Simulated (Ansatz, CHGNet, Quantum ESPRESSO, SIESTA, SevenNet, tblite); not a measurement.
# Bulk modulus of a relaxed frame of glassy nearly rigid carbon from 5000 K (123 atoms) across programs

How stiff is a relaxed frame of glassy nearly rigid carbon from 5000 K (123 atoms) under an even change of volume, and do other programs and learned potentials give the same pressure and slope as plane waves?

Results are calculated, not measured.

### Step 1. Set-up

The cell holds 123 atoms (123 C), with edges of 11.09, 11.09 and 11.09 Å. Recipe: 123 atoms (123 C) placed at random at 1.8 g/cm³, melted at 6000 K for 10 ps at fixed volume with the LCBOP (Los and Fasolino, Phys. Rev. B 68, 024107 (2003)). Snapshot at the end of a hold of 5 ps at 5000 K and fixed volume. Then the atoms were relaxed with SevenNet 0 in the fixed cell.

Bonds by pair of elements; cutoffs follow the first minimum of g(r), held within bounds set by covalent radii, and pairs that aren't listed don't count as bonded:

```csv
pair A-B,cutoff (Å),bonds,mean length (Å),spread (Å),shortest (Å),B about A,A about B
C-C,1.85,180,1.46,0.069,1.23,2.93,2.93
```

### Step 2. The reference input

Quantum ESPRESSO 7.5: Kohn-Sham DFT, PBE, SSSP efficiency 1.3.0 pseudopotentials, plane waves. Its input, pw.in, for the unchanged cell:

```
&control
  calculation = 'scf'
  pseudo_dir = './pseudo'
  outdir = './tmp'
  disk_io = 'none'
  tprnfor = .true.
  tstress = .true.
/
&system
  ibrav = 0
  nat = 123
  ntyp = 1
  ecutwfc = 45
  ecutrho = 360
  nosym = .true.
  occupations = 'smearing'
  smearing = 'fd'
  degauss = 0.003675
/
&electrons
  conv_thr = 6.2e-07
  electron_maxstep = 100
  mixing_beta = 0.2
  mixing_mode = 'local-TF'
  diagonalization = 'david'
/
ATOMIC_SPECIES
C 12.011 C.upf
CELL_PARAMETERS angstrom
11.08510 0.00000 0.00000
0.00000 11.08510 0.00000
0.00000 0.00000 11.08510
ATOMIC_POSITIONS crystal
C 0.57452 0.07446 0.21896
C 0.63050 0.51570 0.03525
C 0.29779 0.35398 0.39557
C 0.24022 0.06515 0.97818
[... 117 atom lines left out ...]
C 0.26805 0.66447 0.26268
C 0.85992 0.62310 0.20777
K_POINTS gamma
```

```console
$ OMP_NUM_THREADS=1 mpirun -np 4 pw.x -in pw.in > output.txt
```

Run time: 2.6 min. Hardware: 4 MPI ranks of Arm Neoverse V1, shared host; peak memory 4 GiB; 10 min of CPU time.

It converged with an r.m.s. force component of 0.57 eV/Å and a pressure of -7.5 GPa.

### Step 3. The levels

Every level solves the same cells as single points. CPU time is summed over a level's finished runs, on a host shared with the other runs, so it is rough; the force column is the median over cells of the r.m.s. difference of force components from the reference.

| level | basis or training data | k-points | runs finished | CPU time | peak memory (GiB) | force difference (meV/Å) |
| --- | --- | --- | --- | --- | --- | --- |
| QE, PBE | plane waves, SSSP efficiency, 45/360 Ry | Γ | 3 of 3 | 32 min | 4.2 | reference |
| SIESTA DZP, PBE | DZP orbitals, shift 0.01 Ry, mesh 300 Ry | Γ | 3 of 3 | 22 min | 1.6 | 338 |
| tblite GFN1-xTB | tight binding with its own dispersion term | Γ | 3 of 3 | 11 s | 0.12 | 284 |
| CHGNet r2SCAN | trained on r2SCAN plane-wave data | - | 3 of 3 | 16 s | 2.2 | 633 |
| SevenNet 0 | trained on PBE(+U) plane-wave data | - | 3 of 3 | 30 s | 1.3 | 573 |

The reference's own r.m.s. force component runs from 558 to 588 meV/Å over these cells. SevenNet 0 relaxed the atoms, so in the cells that it relaxed its own forces are small, and its entry isn't an independent test there.

### Step 4. Pressure against volume

The cell is scaled evenly, and at each volume SevenNet 0 relaxes the atoms again before the single points. The unchanged volume is 11.074 Å³ an atom. Pressures in GPa:

```csv
level,-3 %,0,+3 %
"QE, PBE",-3.15,-7.48,-11.25
"SIESTA DZP, PBE",3.18,-1.63,-5.86
tblite GFN1-xTB,-8.01,-12.69,-16.75
CHGNet r2SCAN,-9.08,-13.36,-17.10
SevenNet 0,-2.87,-6.46,-9.68
```

Energy less that of the unchanged cell at the same level, in meV an atom:

```csv
level,-3 %,+3 %
"QE, PBE",-10.57,19.49
"SIESTA DZP, PBE",-3.14,12.80
tblite GFN1-xTB,-19.43,28.90
CHGNet r2SCAN,-22.14,30.47
SevenNet 0,-9.77,16.72
```

### Step 5. Moduli

From the three volumes nearest the unchanged one: B from the slope of pressure against ln V and from the curvature of the energy, the pressure that the slope of the energy implies, and the volume change at which the printed pressure crosses zero (a dash if it doesn't within the range).

```csv
level,B from pressures (GPa),B from energies (GPa),printed pressure (GPa),pressure from energies (GPa),zero pressure at (%)
"QE, PBE",134.9,143.4,-7.48,-7.25,-
"SIESTA DZP, PBE",150.7,155.4,-1.63,-3.84,-1.0
tblite GFN1-xTB,145.7,152.3,-12.69,-11.65,-
CHGNet r2SCAN,133.8,133.9,-13.36,-12.68,-
SevenNet 0,113.5,111.6,-6.46,-6.39,-
```

As a check by hand on the reference: from -3 to +3 % the pressure falls by 8.09 GPa while ln V grows by 0.0600, a ratio of 134.9 GPa.

### Step 6. Outcome

The plane-wave reference (PBE) gives a bulk modulus of 134.9 GPa from its pressures, at a volume where its pressure is -7.48 GPa, and the pressure stays negative over the whole range. Other programs at PBE: SIESTA DZP, PBE 150.7 GPa (+12 %); its pressure lies +5.85 GPa from the reference's. Learned potentials: CHGNet r2SCAN 133.8 GPa (-1 %) and SevenNet 0 113.5 GPa (-16 %); their pressures lie -5.88 to +1.02 GPa from the reference's.

Tight binding: tblite GFN1-xTB 145.7 GPa (+8 %); its pressure lies -5.22 GPa from the reference's. The moduli are read at one volume but at unlike pressures, and a cell under tension is as a rule softer than one under compression. Moduli from the energies run from 112 to 155 GPa, within 10 % of those from pressures.

Caveats: The atoms follow SevenNet 0, not each level's own minimum, so these moduli only approach relaxed ones and hang on that choice. Three points at finite strain give rough moduli, at the given volume rather than at zero pressure. Pressures at a fixed plane-wave cutoff or in a small atom-centred basis hold some basis error. The reference samples only Γ, in a cell whose shortest periodic width is 11 Å. The reference isn't exact: its cutoffs and mesh weren't converged further here. SIESTA's automatically made basis is far from complete, and its potentials were converted by us (checked for H, C, O, Si, Ge and Ca alone). Where levels are smeared, the DFT runs use Fermi–Dirac occupations at 580 K (0.05 eV), and energies are free energies.

[Logs are printed without paths, hosts, clocks, repeated set-up lines and the standing remarks that a program may print on its own settings, such as how far it seeks lower states.]

[Hosts, paths, dates, database ids (printed as entryN), source tags and the programs' standing remarks are cut or masked in the printed files.]
